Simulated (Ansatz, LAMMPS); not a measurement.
# Convergence of a linear-scaling basis for ionic liquid EMIM+ methanesulfonate at 350 K (189 atoms)

Aim: test how closely localised support functions follow the reference on ionic liquid EMIM+ methanesulfonate at 350 K (189 atoms), and at what cost. A setting counts as converged where the r.m.s. difference of forces stays under 1 % of the r.m.s. force.

Main program and level: Ansatz 0.2.0; Kohn-Sham DFT, PBE+D4, PAW (set soft_2), plane waves.

Most raw output is cut from this account.

## (1) Starting point

The cell holds 189 atoms: 49 C, 14 N, 98 H, 7 S and 21 O. Its edges and angles: a = 12.498 Å, b = 12.498 Å, c = 12.498 Å, α = 90.0°, β = 90.0°, γ = 90.0°. 7 EMIM+, 7 methanesulfonate placed at random, at 1.23 g/cm³; overlaps pushed apart, then 10 ps at 700 K with MMFF94 bonds, angles, torsions, charges and radii (Halgren, J. Comput. Chem. 17, 490 (1996)) in harmonic and 12-6 forms; charges of ions scaled by 0.8. Snapshot after 30 ps at 350 K and fixed volume.

Limits known from the start: The network of contacts between molecules at the start is that of the classical potential that made the cell, and needn't be the one that DFT or experiment would give. The density was typed from a rule of thumb and may lie off the real one at this temperature. The Brillouin zone is sampled at Γ only, in a cell whose shortest periodic width is 12 Å.

## (2) Making the structure

A classical potential makes the cell, at a small fraction of what the same run would cost in DFT.

This step: classical MD, MMFF94 bonds, angles, torsions, charges and radii (Halgren, J. Comput. Chem. 17, 490 (1996)) in harmonic and 12-6 forms; charges of ions scaled by 0.8 (LAMMPS 22 Jul 2025 - Update 4).

Contents of in.lmp:

```
# ionic liquid EMIM+ methanesulfonate
units real
atom_style full
boundary p p p
bond_style harmonic
angle_style harmonic
dihedral_style opls
improper_style harmonic
special_bonds lj 0 0 0.5 coul 0 0 0.75
read_data data.lmp
neigh_modify delay 0 every 1 check yes one 4000
comm_modify cutoff 12.0
timestep 0.5
thermo_style custom step time temp pe press density
thermo_modify norm yes
# push overlapping molecules apart
pair_style soft 2.6
pair_coeff * * 0.0
variable a equal ramp(1,60)
fix ad all adapt 1 pair soft a * * v_a
velocity all create 700 141496 mom yes dist gaussian
fix lim all nve/limit 0.03
fix lan all langevin 700 700 50 141497 zero yes
thermo 1000
run 3000 post no
unfix ad
pair_style lj/cut/coul/long 9.0
pair_modify mix arithmetic tail yes
pair_coeff 1 1 0.0678 3.3680   # C
pair_coeff 2 2 0.0721 3.1460   # N
pair_coeff 3 3 0.0678 3.5860   # C
pair_coeff 4 4 0.0678 3.3270   # C
pair_coeff 5 5 0.0216 2.5400   # H
pair_coeff 6 6 0.2681 3.4180   # S
# [... 19 lines left out ...]
compute msd all msd com yes
thermo 7500
fix md all nvt temp 350 350 100
run 30000 post no
print "== T350: mean square displacement over the hold $(c_msd[4]:%.2f) A^2"
unfix md
uncompute msd
write_dump all custom T350.dump id type xs ys zs modify sort id
```

Started as:

```bash
$ lmp -in in.lmp -log none -nocite
```

It took 34 s on 1 thread of Intel Xeon Platinum 8488C (Sapphire Rapids), shared host; peak memory 0.12 GiB.

The input also reads data.lmp (atoms, bonds and types; not printed here).

## (3) Plane-wave single point

The first run uses the default basis; a harder plane-wave run follows as the reference for the support functions.

Contents of input.yaml:

```yaml
crystal:
  lattice:
    - [12.49841, 0.0, 0.0]
    - [0.0, 12.49841, 0.0]
    - [0.0, 0.0, 12.49841]
  atoms:
    - { symbol: C, position: [0.38356, 0.28592, 0.73701] }
    - { symbol: C, position: [0.31288, 0.30274, 0.64648] }
    - { symbol: "N", position: [0.31751, 0.21987, 0.56623] }
    - { symbol: C, position: [0.28316, 0.11655, 0.56661] }
    - { symbol: C, position: [0.27948, 0.08803, 0.46118] }
    - { symbol: "N", position: [0.33603, 0.16353, 0.40323] }
    - { symbol: C, position: [0.36929, 0.15688, 0.29672] }
    - { symbol: C, position: [0.35874, 0.2457, 0.47219] }
    - { symbol: H, position: [0.37552, 0.3377, 0.805] }
    - { symbol: H, position: [0.46884, 0.29507, 0.71488] }
    - { symbol: H, position: [0.36976, 0.20476, 0.76977] }
    - { symbol: H, position: [0.23045, 0.29143, 0.67399] }
    - { symbol: H, position: [0.31775, 0.37941, 0.60911] }
    - { symbol: H, position: [0.25602, 0.07171, 0.63947] }
    - { symbol: H, position: [0.24932, 0.02046, 0.41518] }
    - { symbol: H, position: [0.32822, 0.09091, 0.2553] }
    - { symbol: H, position: [0.35135, 0.22798, 0.24511] }
    - { symbol: H, position: [0.45077, 0.13428, 0.28601] }
    - { symbol: H, position: [0.40058, 0.31808, 0.4553] }
    - { symbol: C, position: [0.71426, 0.65852, 0.82956] }
    - { symbol: C, position: [0.81717, 0.58984, 0.82971] }
    - { symbol: "N", position: [0.91116, 0.65901, 0.80552] }
    - { symbol: C, position: [0.96136, 0.66488, 0.71003] }
    - { symbol: C, position: [0.04904, 0.73006, 0.71828] }
    - { symbol: "N", position: [0.04604, 0.75514, 0.82903] }
    - { symbol: C, position: [0.12494, 0.82843, 0.87553] }
    - { symbol: C, position: [0.96094, 0.71402, 0.87905] }
    - { symbol: H, position: [0.6599, 0.63741, 0.76336] }
    - { symbol: H, position: [0.73166, 0.74744, 0.82081] }
    - { symbol: H, position: [0.6647, 0.64433, 0.90265] }
    - { symbol: H, position: [0.82137, 0.55602, 0.91111] }
    - { symbol: H, position: [0.81042, 0.52534, 0.77183] }
    [... 151 atom lines left out ...]
    - { symbol: O, position: [0.6988, 0.30674, 0.09957] }
    - { symbol: O, position: [0.60021, 0.47112, 0.06157] }
    - { symbol: O, position: [0.50904, 0.30315, 0.0985] }
    - { symbol: H, position: [0.52279, 0.34072, 0.90219] }
    - { symbol: H, position: [0.63492, 0.24294, 0.90935] }
    - { symbol: H, position: [0.658, 0.37251, 0.88309] }
kpoints:
  mp_grid: { grid: [1, 1, 1] }
hamiltonian:
  xc: pbe
  dispersion: d4
scf:
  occupations: { method: fermi_dirac, width: 0.05 }
output:
  forces: true
  stress: true
  populations: intrinsic
  dos:
    method: { smearing: { sigma: 0.08 } }
    de: 0.1
    projected: { site_lists: { C: [C], H: [H], "N": ["N"], O: [O], S: [S] } }
  eigenvalues: true
  write_density: true
  write_potential: true
  volumetric_format: npy
  elf: true
```

Started as:

```bash
$ ansatz run input.yaml --threads 8 --pin off --max-ram 15872MiB --backend cpu --events-out ev --progress --plain --runs-dir out
```

It took 13 s on 8 threads of Intel Xeon Platinum 8488C (Sapphire Rapids), shared host; peak memory 2.9 GiB.

The program notes that the exchange-correlation potential is rough where the density is thin.

Numbers from this run:

- free energy: -37465.3422 eV
- free energy per atom: -198.2293 eV/atom
- SCF cycles: 10
- pressure: 3.19 GPa
- r.m.s. force component: 1.123 eV/Å
- longest force: 6.184 eV/Å
- Fermi energy: 2.072 eV
- gap (highest filled to lowest empty level): 2.957 eV

The r.m.s. force component of 1.1 eV/Å sets the scale for the differences below.

## (4) Plane waves at 750 eV (750 eV)

The grid of the support functions holds more waves than the default cutoff, so they are judged against a harder plane-wave run.

input.yaml, the sections that differ from step 3:

```yaml
output:
  forces: true
  eigenvalues: true
basis:
  ecutwfc: "750 eV"
# crystal, kpoints, hamiltonian, scf: as in step 3
```

It took 16 s on 8 threads; peak memory 5.9 GiB; 1.9 min of CPU time.

Forces differ from the reference by 4.7 meV/Å r.m.s., 0.42 % of their size, within a tolerance of 1 %; the energy by -3.5 meV/atom.

## (5) Support functions medium

The cell is solved in localised support functions. Besides, the program derives a nominal cutoff of 464 eV for this run, against the reference's 750.

This step: Kohn-Sham DFT, PBE+D4, PAW (set soft_2), localised support functions (medium) (Ansatz 0.2.0).

input.yaml, the sections that differ from step 4:

```yaml
scf:
  occupations: { method: fermi_dirac, width: 0.05 }
  eigensolver: { kind: { support_functions: { accuracy: medium } } }
  max_iter: 150
# crystal, kpoints, hamiltonian, output: as in step 4
# basis: removed
```

Run time: 53 s. Hardware: 8 threads; peak memory 4.8 GiB; 6.6 min of CPU time.

The program notes that the band table was not solved further than the SCF left it and it switched symmetry off.

Keys that differ from the reference: basis.ecutwfc removed, support_functions.accuracy = "medium" and scf.max_iter = 150.

Forces differ from the reference by 0.55 meV/Å r.m.s., 0.049 % of their size, well within a tolerance of 1 %; the energy by -0.40 meV/atom. It took 3.4 times the reference's time (shared host, so rough).

## (6) Support functions low

The cell is solved in localised support functions. Besides, the program derives a nominal cutoff of 420 eV for this run, against the reference's 750.

This step: Kohn-Sham DFT, PBE+D4, PAW (set soft_2), localised support functions (low) (Ansatz 0.2.0).

input.yaml, the sections that differ from step 5:

```yaml
scf:
  occupations: { method: fermi_dirac, width: 0.05 }
  eigensolver: { kind: { support_functions: { accuracy: low } } }
  max_iter: 150
# crystal, kpoints, hamiltonian, output: as in step 5
```

Run time: 48 s. Hardware: 8 threads; peak memory 4.8 GiB.

Keys that differ from the reference: basis.ecutwfc removed, support_functions.accuracy = "low" and scf.max_iter = 150.

Forces differ from the reference by 0.70 meV/Å r.m.s., 0.062 % of their size, well within a tolerance of 1 %; the energy by -0.40 meV/atom. It took 3.1 times the reference's time (shared host, so rough).

## (7) Support functions high

With localised support functions most steps grow linearly with size, though the diagonalisation grows faster unless the density matrix is cut; this run measures error and cost at this size. Besides, the program derives a nominal cutoff of 631 eV for this run, against the reference's 750.

This step: Kohn-Sham DFT, PBE+D4, PAW (set soft_2), localised support functions (high) (Ansatz 0.2.0).

input.yaml, the sections that differ from step 6:

```yaml
scf:
  occupations: { method: fermi_dirac, width: 0.05 }
  eigensolver: { kind: { support_functions: { accuracy: high } } }
  max_iter: 150
# crystal, kpoints, hamiltonian, output: as in step 6
```

The job ended after 4.2 min (8 threads; peak memory 12 GiB; 33 min of CPU time).

Keys that differ from the reference: basis.ecutwfc removed, support_functions.accuracy = "high" and scf.max_iter = 150.

Forces differ from the reference by 0.43 meV/Å r.m.s., 0.038 % of their size, well within a tolerance of 1 %; the energy by -0.46 meV/atom. It took 16 times the reference's time (shared host, so rough).

## (8) Support functions medium, radius 3.3 Å

The radius confines each support function; a larger one gives more freedom and more work per atom. Besides, the program derives a nominal cutoff of 464 eV for this run, against the reference's 750.

This step: Kohn-Sham DFT, PBE+D4, PAW (set soft_2), localised support functions (medium) (Ansatz 0.2.0).

input.yaml, the sections that differ from step 7:

```yaml
scf:
  occupations: { method: fermi_dirac, width: 0.05 }
  eigensolver: { kind: { support_functions: { accuracy: medium, radius: 3.3 } } }
  max_iter: 150
# crystal, kpoints, hamiltonian, output: as in step 7
```

Run time: 52 s. Hardware: 8 threads; peak memory 4.7 GiB.

Keys that differ from the reference: basis.ecutwfc removed, support_functions.accuracy = "medium", support_functions.radius = 3.3 and scf.max_iter = 150.

Forces differ from the reference by 0.58 meV/Å r.m.s., 0.052 % of their size, well within a tolerance of 1 %; the energy by -0.40 meV/atom. It took 3.4 times the reference's time (shared host, so rough).

## (9) Support functions medium, radius 3.58 Å

input.yaml, the sections that differ from step 8:

```yaml
scf:
  occupations: { method: fermi_dirac, width: 0.05 }
  eigensolver: { kind: { support_functions: { accuracy: medium, radius: 3.58 } } }
  max_iter: 150
# crystal, kpoints, hamiltonian, output: as in step 8
```

Wall time 66 s (8 threads); peak memory 5.2 GiB.

Keys that differ from the reference: basis.ecutwfc removed, support_functions.accuracy = "medium", support_functions.radius = 3.58 and scf.max_iter = 150.

Forces differ from the reference by 0.51 meV/Å r.m.s., 0.046 % of their size, well within a tolerance of 1 %; the energy by -0.40 meV/atom. It took 4.3 times the reference's time (shared host, so rough).

## (10) Support functions medium, radius 3.81 Å

input.yaml, the sections that differ from step 9:

```yaml
scf:
  occupations: { method: fermi_dirac, width: 0.05 }
  eigensolver: { kind: { support_functions: { accuracy: medium, radius: 3.81 } } }
  max_iter: 150
# crystal, kpoints, hamiltonian, output: as in step 9
```

The job ended after 74 s (8 threads; peak memory 5.5 GiB).

Keys that differ from the reference: basis.ecutwfc removed, support_functions.accuracy = "medium", support_functions.radius = 3.81 and scf.max_iter = 150.

Forces differ from the reference by 0.47 meV/Å r.m.s., 0.042 % of their size, well within a tolerance of 1 %; the energy by -0.40 meV/atom. It took 4.8 times the reference's time (shared host, so rough).

## (11) Support functions medium, radius 4.09 Å

input.yaml, the sections that differ from step 10:

```yaml
scf:
  occupations: { method: fermi_dirac, width: 0.05 }
  eigensolver: { kind: { support_functions: { accuracy: medium, radius: 4.09 } } }
  max_iter: 150
# crystal, kpoints, hamiltonian, output: as in step 10
```

Run time: 87 s. Hardware: 8 threads; peak memory 6.2 GiB; 11 min of CPU time.

Keys that differ from the reference: basis.ecutwfc removed, support_functions.accuracy = "medium", support_functions.radius = 4.09 and scf.max_iter = 150.

Forces differ from the reference by 0.45 meV/Å r.m.s., 0.040 % of their size, well within a tolerance of 1 %; the energy by -0.40 meV/atom. It took 5.6 times the reference's time (shared host, so rough).

## (12) Support functions medium, radius 4.6 Å

input.yaml, the sections that differ from step 11:

```yaml
scf:
  occupations: { method: fermi_dirac, width: 0.05 }
  eigensolver: { kind: { support_functions: { accuracy: medium, radius: 4.6 } } }
  max_iter: 150
# crystal, kpoints, hamiltonian, output: as in step 11
```

Wall time 2 min (8 threads); peak memory 7.6 GiB; 15 min of CPU time.

Keys that differ from the reference: basis.ecutwfc removed, support_functions.accuracy = "medium", support_functions.radius = 4.6 and scf.max_iter = 150.

Forces differ from the reference by 0.45 meV/Å r.m.s., 0.040 % of their size, well within a tolerance of 1 %; the energy by -0.40 meV/atom. It took 7.6 times the reference's time (shared host, so rough).

## (13) Support functions medium, radius 5.11 Å

input.yaml, the sections that differ from step 12:

```yaml
scf:
  occupations: { method: fermi_dirac, width: 0.05 }
  eigensolver: { kind: { support_functions: { accuracy: medium, radius: 5.11 } } }
  max_iter: 150
# crystal, kpoints, hamiltonian, output: as in step 12
```

Wall time 2.9 min (8 threads); peak memory 9.6 GiB.

Keys that differ from the reference: basis.ecutwfc removed, support_functions.accuracy = "medium", support_functions.radius = 5.11 and scf.max_iter = 150.

Forces differ from the reference by 0.45 meV/Å r.m.s., 0.04 % of their size, well within a tolerance of 1 %; the energy by -0.40 meV/atom. It took 11 times the reference's time (shared host, so rough).

## (14) Cost against change

Differences are against the plane-wave reference (Kohn-Sham DFT, PBE+D4, PAW (set soft_2), plane waves), whose r.m.s. force component is 1.12 eV/Å. Energies are set beside the reference only for runs with its functional, potentials and electron count. Times are for 8 threads of Intel Xeon Platinum 8488C (Sapphire Rapids), shared host. The reference's time includes the DOS, ELF, the stress and grids, which some other runs skip.

| run | Δ force, r.m.s. (meV/Å) | share of r.m.s. force (%) | Δ energy (meV/atom) | Δ gap (eV) | cycles | time | host memory (GiB) |
| --- | --- | --- | --- | --- | --- | --- | --- |
| reference | - | - | - | - | 10 | 13 s | 2.9 |
| plane waves at 750 eV (750 eV) | 4.72 | 0.420 | -3.52 | -6.0e-4 | 10 | 16 s | 5.9 |

## (15) Cost against change

Each row is set against the run with plane waves at 750 eV (Kohn-Sham DFT, PBE+D4, PAW (set soft_2), plane waves; r.m.s. force component 1.12 eV/Å). Energies are set beside the reference only for runs with its functional, potentials and electron count. Times are for 8 threads of Intel Xeon Platinum 8488C (Sapphire Rapids), shared host.

```
                                    run  Δ force, r.m.s. (meV/Å)  share of r.m.s. force (%)  Δ energy (meV/atom)  Δ gap (eV)  cycles     time  host memory (GiB)
                              reference                        -                          -                    -           -      10     16 s                5.9
               support functions medium                    0.551                      0.049               -0.401     -4.0e-4      14     53 s                4.8
                  support functions low                    0.698                     0.0621               -0.400           0      12     48 s                4.8
                 support functions high                    0.426                     0.0379               -0.461           0      18  4.2 min                 12
 support functions medium, radius 3.3 Å                    0.583                     0.0519               -0.401     -4.0e-4      14     52 s                4.7
support functions medium, radius 3.58 Å                    0.513                     0.0457               -0.401     -2.0e-4      14     66 s                5.2
support functions medium, radius 3.81 Å                    0.472                      0.042               -0.401     -2.0e-4      14     74 s                5.5
support functions medium, radius 4.09 Å                    0.452                     0.0403               -0.401     -2.0e-4      14     87 s                6.2
 support functions medium, radius 4.6 Å                    0.452                     0.0403               -0.401     -2.0e-4      14    2 min                7.6
support functions medium, radius 5.11 Å                     0.45                       0.04               -0.401     -2.0e-4      14  2.9 min                9.6
```

[end of part 1 of 2]

[Logs are printed without paths, hosts, clocks, repeated set-up lines and the standing remarks that a program may print on its own settings, such as how far it seeks lower states.]

[Hosts, paths, dates, database ids (printed as entryN), source tags and the programs' standing remarks are cut or masked in the printed files.]

[The MMFF94 radii named for the starting cell were scaled by 0.96; in molecules described by MMFF94, hydrogen bound to N, O or S took a small fixed 12-6 site in their place.]
